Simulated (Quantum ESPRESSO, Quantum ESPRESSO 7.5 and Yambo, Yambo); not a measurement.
# Quasiparticle gap of Si3N4 (Fd-3m) in Yambo

Aim: the G0W0 gap of Si3N4 (Fd-3m) on PBE, step by step.

Program: Quantum ESPRESSO 7.5 and Yambo 5.3.0. Level of theory: PBE and many-body steps on it, plane waves. Results are calculated unless marked as measured.

**The experiments to reproduce.**

- Gap 4.3 ± 0.25 eV: gap from soft X-ray absorption and emission edges; soft X-ray absorption and emission spectroscopy; powder (earlier literature measurement) (quoted in “Photoluminescence and electronic transitions in cubic silicon nitride”, 2016, pmc:4698759).

**1. The structure**

Symmetry: Fd-3m, No. 227, cubic system. The conventional cell has a = 7.787 Å, b = 7.787 Å, c = 7.787 Å, α = 90.00°, β = 90.00°, γ = 90.00°. Si has 6 N at 1.89 Å nearest. Nearest to Si lie 4 N at 1.79 Å. Nearest to N lie 4 Si at 1.79 to 1.89 Å. Farther neighbours and most contacts between anions are not listed.

The cell and positions are those that the Materials Project relaxed with its own functionals (PBE, PBE+U or r2SCAN), kept fixed. This is not the form that Si3N4 usually takes at ambient conditions.

**2. Ground state**

This step: Quantum ESPRESSO 7.5; DFT, PBE, plane waves, norm-conserving pseudopotentials.

The ground-state density comes first.

File pw.in:

```
&control
  calculation = 'scf'
  prefix = 'x'
  outdir = 'o'
  pseudo_dir = 'pseudo'
/
&system
  ibrav = 0
  nat = 14
  ntyp = 2
  ecutwfc = 72.0
  nbnd = 43
  force_symmorphic = .true.
/
&electrons
  conv_thr = 1e-10
  electron_maxstep = 80
  mixing_beta = 0.5
/
ATOMIC_SPECIES
  Si 28.085 Si.upf
  N 14.007 N.upf
CELL_PARAMETERS angstrom
  -0.0000000000 3.8937180000 3.8937180000
  3.8937180000 0.0000000000 3.8937180000
  3.8937180000 3.8937180000 -0.0000000000
ATOMIC_POSITIONS crystal
  Si 0.1250000000 0.1250000000 0.6250000000
  Si 0.1250000000 0.6250000000 0.1250000000
  Si 0.6250000000 0.1250000000 0.1250000000
  Si 0.1250000000 0.1250000000 0.1250000000
  Si 0.7500000000 0.7500000000 0.7500000000
  Si 0.5000000000 0.5000000000 0.5000000000
  N 0.3675630000 0.3675630000 0.3675630000
  N 0.3526890000 0.8824370000 0.8824370000
  N 0.8824370000 0.8824370000 0.3526890000
  N 0.8824370000 0.3526890000 0.8824370000
  N 0.3675630000 0.3675630000 0.8973110000
  N 0.3675630000 0.8973110000 0.3675630000
  N 0.8824370000 0.8824370000 0.8824370000
  N 0.8973110000 0.3675630000 0.3675630000
K_POINTS automatic
  4 4 4 0 0 0
```

Command:

```console
OMP_NUM_THREADS=1 mpirun -n 4 pw.x -nk 4 -in pw.in > pw.out
```

The program printed:

```text
Program PWSCF v.7.5 starts

     This program is part of the open-source Quantum ESPRESSO suite
     for quantum simulation of materials; please cite
         "P. Giannozzi et al., J. Phys.:Condens. Matter 21 395502 (2009);
         "P. Giannozzi et al., J. Phys.:Condens. Matter 29 465901 (2017);
         "P. Giannozzi et al., J. Chem. Phys. 152 154105 (2020);
     in publications or presentations arising from this work. More details at
     Message from routine setup:
     using ibrav=0 with symmetry is DISCOURAGED, use correct ibrav instead

     G-vector sticks info

     bravais-lattice index     =            0
     lattice parameter (alat)  =      10.4059  a.u.
     unit-cell volume          =     796.7463 (a.u.)^3
     number of atoms/cell      =           14
     number of atomic types    =            2
     number of electrons       =        64.00
     number of Kohn-Sham states=           43
     kinetic-energy cutoff     =      72.0000  Ry
     charge density cutoff     =     288.0000  Ry
     scf convergence threshold =      1.0E-10
     mixing beta               =       0.5000
     number of iterations used =            8  plain     mixing
     Exchange-correlation= PBE
                           (   1   4   3   4   0   0   0)

     celldm(1)=  10.405869  celldm(2)=   0.000000  celldm(3)=   0.000000
     celldm(4)=   0.000000  celldm(5)=   0.000000  celldm(6)=   0.000000

     crystal axes: (cart. coord. in units of alat)
               a(1) = (  -0.000000   0.707107   0.707107 )
               a(2) = (   0.707107   0.000000   0.707107 )
               a(3) = (   0.707107   0.707107  -0.000000 )

     reciprocal axes: (cart. coord. in units 2 pi/alat)
               b(1) = ( -0.707107  0.707107  0.707107 )
               b(2) = (  0.707107 -0.707107  0.707107 )
               b(3) = (  0.707107  0.707107 -0.707107 )
     Pseudo is Norm-conserving + core correction, Zval =  4.0
     Generated using ONCVPSP code by D. R. Hamann
     Using radial grid of 1510 points,  6 beta functions with:
     Pseudo is Norm-conserving + core correction, Zval =  5.0
     Generated using ONCVPSP code by D. R. Hamann
     Using radial grid of 1058 points,  4 beta functions with:
     Si                4.00    28.08500     Si( 1.00)
     N                 5.00    14.00700     N ( 1.00)

     24 Sym. Ops. (no inversion) found

   Cartesian axes

     site n.     atom                  positions (alat units)
         1        Si     tau(   1) = (   0.5303301   0.5303301   0.1767767  )
         2        Si     tau(   2) = (   0.5303301   0.1767767   0.5303301  )
         3        Si     tau(   3) = (   0.1767767   0.5303301   0.5303301  )
         4        Si     tau(   4) = (   0.1767767   0.1767767   0.1767767  )
         5        Si     tau(   5) = (   1.0606602   1.0606602   1.0606602  )
         6        Si     tau(   6) = (   0.7071068   0.7071068   0.7071068  )
         7        N      tau(   7) = (   0.5198126   0.5198126   0.5198126  )
         8        N      tau(   8) = (   1.2479544   0.8733660   0.8733660  )
         9        N      tau(   9) = (   0.8733660   0.8733660   1.2479544  )
        10        N      tau(  10) = (   0.8733660   1.2479544   0.8733660  )
        11        N      tau(  11) = (   0.8944010   0.8944010   0.5198126  )
        12        N      tau(  12) = (   0.8944010   0.5198126   0.8944010  )
        13        N      tau(  13) = (   1.2479544   1.2479544   1.2479544  )
        14        N      tau(  14) = (   0.5198126   0.8944010   0.8944010  )

     number of k points=     8
                       cart. coord. in units 2pi/alat
        k(    1) = (   0.0000000   0.0000000   0.0000000), wk =   0.0312500
        k(    2) = (   0.1767767   0.1767767  -0.1767767), wk =   0.2500000
        k(    3) = (  -0.3535534  -0.3535534   0.3535534), wk =   0.1250000
        k(    4) = (   0.3535534   0.0000000   0.0000000), wk =   0.1875000
        k(    5) = (  -0.1767767  -0.5303301   0.5303301), wk =   0.7500000
        k(    6) = (   0.0000000  -0.3535534   0.3535534), wk =   0.3750000
        k(    7) = (  -0.7071068   0.0000000   0.0000000), wk =   0.0937500
        k(    8) = (  -0.7071068   0.3535534   0.0000000), wk =   0.1875000

     Dense  grid:    65763 G-vectors     FFT dimensions: (  60,  60,  60)

     Initial potential from superposition of free atoms

     starting charge      63.9963, renormalised to      64.0000
     Starting wfcs are   56 randomized atomic wfcs

     per-process dynamical memory:    72.0 Mb

     Self-consistent Calculation

     iteration #  1     ecut=    72.00 Ry     beta= 0.50

     total energy              =    -216.85514569 Ry
     estimated scf accuracy    <       3.17844263 Ry

     iteration #  2     ecut=    72.00 Ry     beta= 0.50

     total energy              =    -217.70693269 Ry
     estimated scf accuracy    <       0.19587357 Ry

     iteration #  3     ecut=    72.00 Ry     beta= 0.50

     total energy              =    -217.72047347 Ry
     estimated scf accuracy    <       0.02907254 Ry

     iteration #  4     ecut=    72.00 Ry     beta= 0.50

     total energy              =    -217.72685881 Ry
     estimated scf accuracy    <       0.01132583 Ry

     iteration #  5     ecut=    72.00 Ry     beta= 0.50

     total energy              =    -217.72607557 Ry
     estimated scf accuracy    <       0.00314512 Ry

     iteration #  6     ecut=    72.00 Ry     beta= 0.50

     total energy              =    -217.72659613 Ry
     estimated scf accuracy    <       0.00006709 Ry

     iteration #  7     ecut=    72.00 Ry     beta= 0.50

     total energy              =    -217.72662899 Ry
     estimated scf accuracy    <       0.00000829 Ry

     iteration #  8     ecut=    72.00 Ry     beta= 0.50

     total energy              =    -217.72662988 Ry
     estimated scf accuracy    <       0.00000062 Ry

     iteration #  9     ecut=    72.00 Ry     beta= 0.50

     total energy              =    -217.72662995 Ry
     estimated scf accuracy    <       0.00000012 Ry

     iteration # 10     ecut=    72.00 Ry     beta= 0.50

     total energy              =    -217.72662999 Ry
     estimated scf accuracy    <          9.6E-10 Ry

     iteration # 11     ecut=    72.00 Ry     beta= 0.50

     total energy              =    -217.72662999 Ry
     estimated scf accuracy    <          4.7E-10 Ry

     iteration # 12     ecut=    72.00 Ry     beta= 0.50

     End of self-consistent calculation

          k = 0.0000 0.0000 0.0000 (  8099 PWs)   bands (ev):

    -7.7574  -4.4851  -3.5628  -3.5628  -3.5628  -2.6013  -2.6013  -2.6013
     0.5343   1.5599   2.1326   2.1326   2.1326   3.8163   3.8163   6.8195
     6.8195   6.8195   8.6696   8.6696   8.6696   9.1063   9.1063   9.1063
    10.2057  10.2057  10.8240  10.8240  10.8240  10.9469  10.9469  10.9469
    14.3533  14.3533  14.3533  15.8932  16.9709  17.8014  18.5395  18.5396
    18.8056  18.8056  18.8056

          k = 0.1768 0.1768-0.1768 (  8198 PWs)   bands (ev):

    -7.4306  -4.9720  -4.0173  -3.4998  -3.4998  -2.8496  -2.8142  -2.8142
     1.2433   2.2219   2.5730   2.5730   3.3312   4.3134   4.3134   5.8952
     6.6310   6.6310   7.9669   8.0400   8.0400   8.8263   8.8263   8.8478
     9.4549   9.6062   9.6062  10.4933  10.4933  10.5391  10.8459  10.8459
    15.0971  15.3520  15.3520  16.9752  17.5817  18.6349  19.1187  19.1187
    19.4682  19.7499  19.7511

          k =-0.3536-0.3536 0.3536 (  8242 PWs)   bands (ev):

    -6.7666  -5.9923  -4.0438  -3.3493  -3.3493  -3.1493  -3.1053  -3.1053
     2.3856   2.4786   3.3447   3.3447   4.3948   4.3948   5.3475   5.3637
     6.4036   6.8219   6.8219   7.3384   7.4207   7.4207   8.3020   8.3020
     8.9176   8.9176   9.1054  10.1791  10.5127  10.5127  10.6468  10.6468
    15.9365  16.7743  16.7743  17.2515  17.7751  17.7751  18.2581  19.0647
    20.4500  20.7964  21.5202

          k = 0.3536 0.0000 0.0000 (  8220 PWs)   bands (ev):

     [... further k-points ...]

     highest occupied, lowest unoccupied level (ev):    10.9551   14.3533

!    total energy              =    -217.72662999 Ry
     estimated scf accuracy    <          4.2E-11 Ry

     The total energy is the sum of the following terms:
     one-electron contribution =      24.80831980 Ry
     hartree contribution      =      35.94393129 Ry
     xc contribution           =     -69.68089868 Ry
     ewald contribution        =    -208.79798240 Ry

     convergence has been achieved in  12 iterations

     XML data file, charge density, pseudopotentials, collected wavefunctions

=------------------------------------------------------------------------------=
   JOB DONE.
=------------------------------------------------------------------------------=
```

The job ended after 22 s (4 MPI ranks of Arm Neoverse V1, shared host; peak memory 0.52 GiB; 88 s of CPU time).

This step gave:

- total energy: -2962.3217 eV
- gap: 3.398 eV
- k of the valence top: 0, 0.25, -0.25
- k of the conduction bottom: 0, 0, 0
- least direct gap: 3.406 eV

The gap is indirect, with the least direct gap 0.008 eV higher.

**3. Bands along the symmetry lines**

The cheap functional maps the bands first; the places of the edges decide which points the dearer methods must see.

pw.in, as its differences from that of step 2:

```diff
@@ -1,3 +1,3 @@
 &control
-  calculation = 'scf'
+  calculation = 'bands'
   prefix = 'x'
@@ -11,3 +11,3 @@
   ecutwfc = 72.0
-  nbnd = 43
+  nbnd = 38
   force_symmorphic = .true.
@@ -15,5 +15,6 @@
 &electrons
-  conv_thr = 1e-10
+  conv_thr = 1e-9
   electron_maxstep = 80
-  mixing_beta = 0.5
+  diago_full_acc = .true.
+  diago_thr_init = 5e-6
 /
@@ -41,3 +42,53 @@
   N 0.8973110000 0.3675630000 0.3675630000
-K_POINTS automatic
-  4 4 4 0 0 0
+K_POINTS crystal
+  50
+  0.00000000 0.00000000 0.00000000 1
+  0.06250000 0.00000000 0.06250000 1
+  0.12500000 0.00000000 0.12500000 1
+  0.18750000 0.00000000 0.18750000 1
+  0.25000000 0.00000000 0.25000000 1
+  0.31250000 0.00000000 0.31250000 1
+  0.37500000 0.00000000 0.37500000 1
+  0.43750000 0.00000000 0.43750000 1
+  0.50000000 0.00000000 0.50000000 1
+  0.51562500 0.03125000 0.51562500 1
+  0.53125000 0.06250000 0.53125000 1
+  0.54687500 0.09375000 0.54687500 1
+  0.56250000 0.12500000 0.56250000 1
+  0.57812500 0.15625000 0.57812500 1
+  0.59375000 0.18750000 0.59375000 1
+  0.60937500 0.21875000 0.60937500 1
+  0.62500000 0.25000000 0.62500000 1
+  0.37500000 0.37500000 0.75000000 1
+  0.32812500 0.32812500 0.65625000 1
+  0.28125000 0.28125000 0.56250000 1
+  0.23437500 0.23437500 0.46875000 1
+  0.18750000 0.18750000 0.37500000 1
+  0.14062500 0.14062500 0.28125000 1
+  0.09375000 0.09375000 0.18750000 1
+  0.04687500 0.04687500 0.09375000 1
+  0.00000000 0.00000000 0.00000000 1
+  0.06250000 0.06250000 0.06250000 1
+  0.12500000 0.12500000 0.12500000 1
+  0.18750000 0.18750000 0.18750000 1
+  0.25000000 0.25000000 0.25000000 1
+  0.31250000 0.31250000 0.31250000 1
+  0.37500000 0.37500000 0.37500000 1
+  0.43750000 0.43750000 0.43750000 1
+  0.50000000 0.50000000 0.50000000 1
+  0.50000000 0.46875000 0.53125000 1
+  0.50000000 0.43750000 0.56250000 1
+  0.50000000 0.40625000 0.59375000 1
+  0.50000000 0.37500000 0.62500000 1
+  0.50000000 0.34375000 0.65625000 1
+  0.50000000 0.31250000 0.68750000 1
+  0.50000000 0.28125000 0.71875000 1
+  0.50000000 0.25000000 0.75000000 1
+  0.50000000 0.21875000 0.71875000 1
+  0.50000000 0.18750000 0.68750000 1
+  0.50000000 0.15625000 0.65625000 1
+  0.50000000 0.12500000 0.62500000 1
+  0.50000000 0.09375000 0.59375000 1
+  0.50000000 0.06250000 0.56250000 1
+  0.50000000 0.03125000 0.53125000 1
+  0.50000000 0.00000000 0.50000000 1
```

The program printed:

```text
[banner, memory and clock lines left out]
Program PWSCF v.7.5 starts

     Atomic positions and unit cell read from directory:
     o/x.save/

     Message from routine setup:
     using ibrav=0 with symmetry is DISCOURAGED, use correct ibrav instead

     G-vector sticks info

     bravais-lattice index     =            0
     lattice parameter (alat)  =      10.4059  a.u.
     unit-cell volume          =     796.7463 (a.u.)^3
     number of atoms/cell      =           14
     number of atomic types    =            2
     number of electrons       =        64.00
     number of Kohn-Sham states=           38
     kinetic-energy cutoff     =      72.0000  Ry
     charge density cutoff     =     288.0000  Ry
     Exchange-correlation= PBE
                           (   1   4   3   4   0   0   0)

     celldm(1)=  10.405869  celldm(2)=   0.000000  celldm(3)=   0.000000
     celldm(4)=   0.000000  celldm(5)=   0.000000  celldm(6)=   0.000000

     crystal axes: (cart. coord. in units of alat)
               a(1) = (  -0.000000   0.707107   0.707107 )
               a(2) = (   0.707107   0.000000   0.707107 )
               a(3) = (   0.707107   0.707107  -0.000000 )

     reciprocal axes: (cart. coord. in units 2 pi/alat)
               b(1) = ( -0.707107  0.707107  0.707107 )
               b(2) = (  0.707107 -0.707107  0.707107 )
               b(3) = (  0.707107  0.707107 -0.707107 )
     Pseudo is Norm-conserving + core correction, Zval =  4.0
     Generated using ONCVPSP code by D. R. Hamann
     Using radial grid of 1510 points,  6 beta functions with:
     Pseudo is Norm-conserving + core correction, Zval =  5.0
     Generated using ONCVPSP code by D. R. Hamann
     Using radial grid of 1058 points,  4 beta functions with:
     Si                4.00    28.08500     Si( 1.00)
     N                 5.00    14.00700     N ( 1.00)

     24 Sym. Ops. (no inversion) found

   Cartesian axes

     site n.     atom                  positions (alat units)
         1        Si     tau(   1) = (   0.5303301   0.5303301   0.1767767  )
         2        Si     tau(   2) = (   0.5303301   0.1767767   0.5303301  )
         3        Si     tau(   3) = (   0.1767767   0.5303301   0.5303301  )
         4        Si     tau(   4) = (   0.1767767   0.1767767   0.1767767  )
         5        Si     tau(   5) = (   1.0606602   1.0606602   1.0606602  )
         6        Si     tau(   6) = (   0.7071068   0.7071068   0.7071068  )
         7        N      tau(   7) = (   0.5198126   0.5198126   0.5198126  )
         8        N      tau(   8) = (   1.2479544   0.8733660   0.8733660  )
         9        N      tau(   9) = (   0.8733660   0.8733660   1.2479544  )
[...]
13        N      tau(  13) = (   1.2479544   1.2479544   1.2479544  )
        14        N      tau(  14) = (   0.5198126   0.8944010   0.8944010  )

     number of k points=    50
                       cart. coord. in units 2pi/alat
        k(    1) = (   0.0000000   0.0000000   0.0000000), wk =   0.0400000
        k(    2) = (   0.0000000   0.0883883   0.0000000), wk =   0.0400000
        k(    3) = (   0.0000000   0.1767767   0.0000000), wk =   0.0400000
[...]
[... 38 further rows ...]
        k(   49) = (   0.0441942   0.7071068   0.0000000), wk =   0.0400000
        k(   50) = (   0.0000000   0.7071068   0.0000000), wk =   0.0400000

     Dense  grid:    65763 G-vectors     FFT dimensions: (  60,  60,  60)

     The potential is recalculated from file :
     o/x.save/charge-density

     Starting wfcs are   56 randomized atomic wfcs

     Band Structure Calculation

     End of band structure calculation

          k = 0.0000 0.0000 0.0000 (  8099 PWs)   bands (ev):

    -7.7574  -4.4852  -3.5628  -3.5628  -3.5628  -2.6014  -2.6014  -2.6014
     0.5343   1.5599   2.1326   2.1326   2.1326   3.8163   3.8163   6.8195
     6.8195   6.8195   8.6696   8.6696   8.6696   9.1063   9.1063   9.1063
[...]
14.3533  14.3534  14.3534  15.8932  16.9709  17.8015

          k = 0.0000 0.0884 0.0000 (  8207 PWs)   bands (ev):

[...]
14.4196  14.4699  14.4699  15.9862  17.0620  17.8978

          k = 0.0000 0.1768 0.0000 (  8180 PWs)   bands (ev):

[...]
14.6174  14.8046  14.8046  16.2419  17.3199  18.1609

          k =-0.0000 0.2652 0.0000 (  8200 PWs)   bands (ev):

[...]
k = 0.0000 0.4419-0.0000 (  8212 PWs)   bands (ev):

[...]
k =-0.0000 0.5303 0.0000 (  8208 PWs)   bands (ev):

[...]
k = 0.0000 0.6187-0.0000 (  8216 PWs)   bands (ev):

[...]
k = 0.4640 0.4640-0.0000 (  8216 PWs)   bands (ev):

[...]
k = 0.3315 0.3315-0.0000 (  8212 PWs)   bands (ev):

[...]
k = 0.3094 0.7071-0.0000 (  8222 PWs)   bands (ev):

[...]
k = 0.2210 0.7071-0.0000 (  8218 PWs)   bands (ev):

[...]
k = 0.1768 0.7071-0.0000 (  8214 PWs)   bands (ev):

[...]
k = 0.0442 0.7071 0.0000 (  8216 PWs)   bands (ev):

[...]
17.6410  17.6410  17.9370  17.9370  18.7555  18.7555

          k = 0.0000 0.7071 0.0000 (  8232 PWs)   bands (ev):

[...]
6.2961   6.2961   6.5398   6.5399   6.8840   6.8840   7.3566   7.3566
     9.1013   9.1013   9.3281   9.3281   9.8844   9.8844  10.5570  10.5570
    17.6331  17.6331  17.9400  17.9400  18.7523  18.7524

     XML data file, pseudopotentials, collected wavefunctions
```

Wall time 37 s (4 MPI ranks); peak memory 0.43 GiB.

Numbers from this step:

```yaml
gap: 3.370 eV
k_of_the_valence_top: 0.1875, 0.1875, 0.375
k_of_the_conduction_bottom: 0, 0, 0
least_direct_gap: 3.406 eV
```

The gap is 3.370 eV, −0.028 eV from the run before at this level.

Electronic bands along the path, in eV, zero at the top of the highest filled band:

| point | band 29 | band 30 | band 31 | band 32 | band 33 | band 34 | band 35 | band 36 |
| --- | --- | --- | --- | --- | --- | --- | --- | --- |
| Γ | -0.16 | -0.04 | -0.04 | -0.04 | 3.37 | 3.37 | 3.37 | 4.91 |
| halfway | -0.58 | -0.56 | -0.56 | -0.25 | 4.41 | 4.96 | 4.96 | 6.00 |
| X | -1.10 | -1.10 | -0.43 | -0.43 | 6.65 | 6.65 | 6.96 | 6.96 |
| halfway | -1.28 | -1.15 | -0.60 | -0.35 | 6.63 | 6.68 | 6.96 | 6.99 |
| U | -1.44 | -1.20 | -0.96 | -0.22 | 6.22 | 6.67 | 6.94 | 7.15 |
| jump to K | -1.44 | -1.20 | -0.96 | -0.22 | 6.22 | 6.67 | 6.94 | 7.15 |
| halfway | -0.76 | -0.74 | -0.58 | 0.00 | 4.56 | 4.73 | 4.94 | 6.33 |
| Γ | -0.16 | -0.04 | -0.04 | -0.04 | 3.37 | 3.37 | 3.37 | 4.91 |
| halfway | -0.49 | -0.44 | -0.14 | -0.14 | 4.11 | 4.37 | 4.37 | 5.99 |
| L | -0.47 | -0.47 | -0.34 | -0.34 | 4.95 | 5.79 | 5.79 | 6.27 |
| halfway | -1.23 | -1.12 | -0.41 | -0.34 | 5.67 | 6.26 | 6.34 | 6.89 |
| W | -1.04 | -1.04 | -0.73 | -0.73 | 6.66 | 6.66 | 7.17 | 7.17 |
| halfway | -1.25 | -1.25 | -0.53 | -0.53 | 6.70 | 6.70 | 6.99 | 6.99 |
| X | -1.10 | -1.10 | -0.43 | -0.43 | 6.65 | 6.65 | 6.96 | 6.96 |

(Continued in part 2 of 3.)

[Paths, hosts, dates, memory and timing lines, banners, echoed tables and standing remarks are left out of the program output.]

[Logs are printed without paths, hosts, clocks, repeated set-up lines and the standing remarks that a program may print on its own settings, such as how far it seeks lower states.]

[Runs of the session that timed out or met a known fault of the program may be left out.]

[Hosts, paths, dates, database ids (printed as entryN), source tags and the programs' standing remarks are cut or masked in the printed files.]
